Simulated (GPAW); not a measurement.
# A GW chain in GPAW: Mg3TeS2 (ordered alloy, started on the rocksalt lattice) (P-3m1)

Aim: the G0W0 gap of Mg3TeS2 (ordered alloy, started on the rocksalt lattice) (P-3m1) on LDA, step by step.

Program: GPAW 26.7.0. Level of theory: LDA and many-body steps on it, plane waves. Results are calculated unless marked as measured.

Most raw output is cut from this account.

The structure was built from a prototype and need not be the compound's stable phase.

**1. The structure**

Symmetry: P-3m1, No. 164, trigonal system. The conventional cell has a = 3.801 Å, b = 3.801 Å, c = 9.299 Å, α = 90.00°, β = 90.00°, γ = 120.00°. S has 6 Mg at 2.62 Å nearest. Mg has 6 S at 2.62 Å nearest. Nearest to Mg lie 3 S at 2.62 Å and 3 Te at 2.83 Å. Nearest to Te lie 6 Mg at 2.83 Å. Farther neighbours and most contacts between anions are not listed.

The structure was relaxed with LDA. The structure type comes from a generator and need not be one that this composition takes. The runs that relaxed it are not among those shown. Spin-orbit coupling is left out unless a step names it.

**2. Ground state**

This step: GPAW 26.7.0; DFT, LDA, plane waves, PAW.

The ground-state density comes first.

run.py

```python
import json
import numpy as np
from gpaw.mpi import world
from ase import Atoms
from gpaw import GPAW, PW, FermiDirac

atoms = Atoms(['S', 'Mg', 'S', 'Mg', 'Te', 'Mg'],
    cell=[[3.8012175048, 0.0000000000, 0.0000000000],
      [-1.9006087524, 3.2919509244, 0.0000000000],
      [0.0000000000, 0.0000000000, 9.2993595137]],
    scaled_positions=[[0.6666666667, 0.3333333333, 0.6543242095],
      [0.0000000000, 1.0000000000, 0.5000000000],
      [0.3333333333, 0.6666666667, 0.3456757905],
      [0.6666666667, 0.3333333333, 0.1917198429],
      [0.0000000000, 1.0000000000, 0.0000000000],
      [0.3333333333, 0.6666666667, 0.8082801571]],
    pbc=(True, True, True))
calc = GPAW(mode=PW(450),
    xc='LDA',
    kpts={'size': (6, 6, 4), 'gamma': True},
    occupations=FermiDirac(0.001),
    nbands=-9,
    convergence={'density': 1e-6, 'bands': -3},
    maxiter=100,
    txt='gs.txt')
atoms.calc = calc
res = {'energy': atoms.get_potential_energy()}
kpts = calc.get_ibz_k_points()
res['kpts'] = kpts
res['eigenvalues'] = [calc.get_eigenvalues(kpt=k) for k in range(len(kpts))]
res['n_electrons'] = calc.get_number_of_electrons()
calc.write('gs.gpw')

if world.rank == 0:
    with open('result.json', 'w') as f:
        json.dump(res, f, default=lambda x: x.tolist())
```

Launch:

```
mpirun -n 8 gpaw python run.py
```

The job ended after 7.6 s (8 MPI ranks of Arm Neoverse V1, shared host; peak memory 1.5 GiB).

This step gave:

- total energy: -26.18 eV
- gap: 0.1729 eV
- k of the valence top: 0, 0, 0
- k of the conduction bottom: 0.5, 0.5, 0
- least direct gap: 1.029 eV

The gap is indirect, with the least direct gap 0.86 eV higher.

**3. Empty states on the mesh, 3×3×2 mesh, 148 bands**

The sums over transitions need many empty states on a uniform mesh; this step solves for them.

run.py

```python
import json
import numpy as np
from gpaw.mpi import world
from gpaw import GPAW

calc = GPAW('gs.gpw').fixed_density(kpts={'size': (3, 3, 2), 'gamma': True},
    nbands=172,
    convergence={'bands': 148},
    txt='nscf.txt')
calc.write('full.gpw', mode='all')
res = {}
kpts = calc.get_ibz_k_points()
res['kpts'] = kpts
res['eigenvalues'] = [calc.get_eigenvalues(kpt=k) for k in range(len(kpts))]
res['n_electrons'] = calc.get_number_of_electrons()

if world.rank == 0:
    with open('result.json', 'w') as f:
        json.dump(res, f, default=lambda x: x.tolist())
```

Launch:

```
mpirun -n 8 gpaw python run.py
```

Wall time 15 s (8 MPI ranks); peak memory 1.4 GiB.

Numbers from this step:

| Quantity | Value |
| --- | --- |
| gap | 1.021 eV |
| k of the valence top | 0, 0, 0 |
| k of the conduction bottom | 0.3333, 0, 0 |
| least direct gap | 1.029 eV |
| k points computed | 6 |
| lowest point of the top converged band, above the valence top | 48.77 eV |

On this mesh the gap is 1.021 eV. The earlier step found 0.173 eV, so this mesh misses an edge.

**4. Screening and self-energy, 3×3×2 mesh, 138 bands, screening to 65 eV**

G0W0 replaces the xc potential by the self-energy, built once from these orbitals. Only a window of levels is corrected, while the sums run over the empty bands that the input names.

This step: G0W0 on LDA, plane waves, PAW.

run.py

```python
import json
import numpy as np
from gpaw.mpi import world
from gpaw.response.g0w0 import G0W0

gw = G0W0('full.gpw',
    filename='gw',
    kpts=[0, 2],
    bands=(22, 26),
    ecut=65,
    nbands=138,
    integrate_gamma='WS',
    ppa=True)
gw.calculate()
res = {mode: {k: v for k, v in r.items() if k != 'sigma_eskwn'}
       for mode, r in gw.all_results.items()}

if world.rank == 0:
    with open('result.json', 'w') as f:
        json.dump(res, f, default=lambda x: x.tolist())
```

Launch:

```
mpirun -n 8 gpaw python run.py
```

Elapsed: 14 s, on 8 MPI ranks; peak memory 2.7 GiB; 1.8 min of CPU time.

This step gave:

```yaml
g0w0_gap_on_the_points_computed: 1.977 eV
least_direct_g0w0_gap_on_the_computed_points: 2.044 eV
z_at_the_valence_top: 0.8014
z_at_the_conduction_bottom: 0.8101
starting_gap_on_the_mesh: 1.021 eV
k_of_the_valence_top: 0, 0, 0
k_of_the_conduction_bottom: 0.3333, 0, 0
```

The gap on the mesh goes from 1.02 eV to 1.98 eV, a correction of +0.96 eV. The start differs from the 0.17 eV found before because the two sample other k points.

Limits: finite bands, cutoff and mesh; no spin-orbit coupling; coarse k mesh. v1 is the top filled band, c1 the lowest empty one. The levels before and after the correction (eV, zero at the valence-band top of each column):

|  | conduction bottom | valence top |
| --- | --- | --- |
| Kohn-Sham | 1.02 | 0.00 |
| G0W0 | 1.98 | 0.00 |

|  | level | energy (eV) |
| --- | --- | --- |
| Kohn-Sham | Γ v2-v1 | 0.000 |
| Kohn-Sham | Γ c1 | 1.029 |
| Kohn-Sham | Γ c2 | 1.880 |
| Kohn-Sham | (0.333 0 0) v2 | -2.338 |
| Kohn-Sham | (0.333 0 0) v1 | -1.135 |
| Kohn-Sham | (0.333 0 0) c1 | 1.021 |
| Kohn-Sham | (0.333 0 0) c2 | 2.526 |
| G0W0 | Γ v2-v1 | 0.000 |
| G0W0 | Γ c1 | 2.044 |
| G0W0 | Γ c2 | 2.809 |
| G0W0 | (0.333 0 0) v2 | -2.481 |
| G0W0 | (0.333 0 0) v1 | -1.254 |
| G0W0 | (0.333 0 0) c1 | 1.977 |
| G0W0 | (0.333 0 0) c2 | 3.465 |

**5. Where the time went**

Times are wall times on 8 MPI ranks of Arm Neoverse V1, shared host, good to a factor of about two.

| step | time | share | memory (GiB) |
| --- | --- | --- | --- |
| ground state | 7.6 s | 21 % | 1.5 |
| empty states on the mesh | 15 s | 41 % | 1.4 |
| screening and self-energy | 14 s | 38 % | 2.7 |

**6. Results**

| Property | Result |
| --- | --- |
| LDA gap | 0.17 eV, indirect |
| G0W0 gap on the mesh | 1.98 eV |
| G0W0 gap over the zone (rigid shift) | 1.13 eV |
| GW settings | 3×3×2 mesh, 138 bands, screening to 65 eV, Godby-Needs plasmon pole |
| known limits | not at the basis limit; no spin-orbit coupling; coarse k mesh |

**Reading.** G0W0 moves the gap on the mesh from 1.02 eV to 1.98 eV (+0.96 eV), with Z of 0.80 and 0.81 at the edges. The mesh misses the band edges by 0.85 eV in all; a rigid shift gives 1.13 eV for the zone. Only 2 of the mesh's irreducible points were corrected, so a valley elsewhere could overtake. Bands and cutoff are finite, so the gap is not at the basis limit. The miss can reach some tenths of an eV and take either sign; the mesh is an error of its own. These stock PAW sets were not made for GW; the filled d or f shell of Te lies in the frozen core, which bears on start and correction. In the G0W0 run levels were corrected at 2 k points alone, so a gap called «on the mesh» is the least over those, and an edge elsewhere would be missed. A denser mesh or path gives a starting gap of 0.17 eV: the GW mesh misses a band edge, so its gaps are not the fundamental one. The 3×3×2 mesh is coarse for this cell, which bears on the long-range parts of exchange and screening. The many-body steps are scalar-relativistic: spin-orbit coupling is not in them.

[Paths, hosts, dates, memory and timing lines, banners, echoed tables and standing remarks are left out of the program output.]

[Logs are printed without paths, hosts, clocks, repeated set-up lines and the standing remarks that a program may print on its own settings, such as how far it seeks lower states.]

[Runs of the session that timed out or met a known fault of the program may be left out.]

[Hosts, paths, dates, database ids (printed as entryN), source tags and the programs' standing remarks are cut or masked in the printed files.]
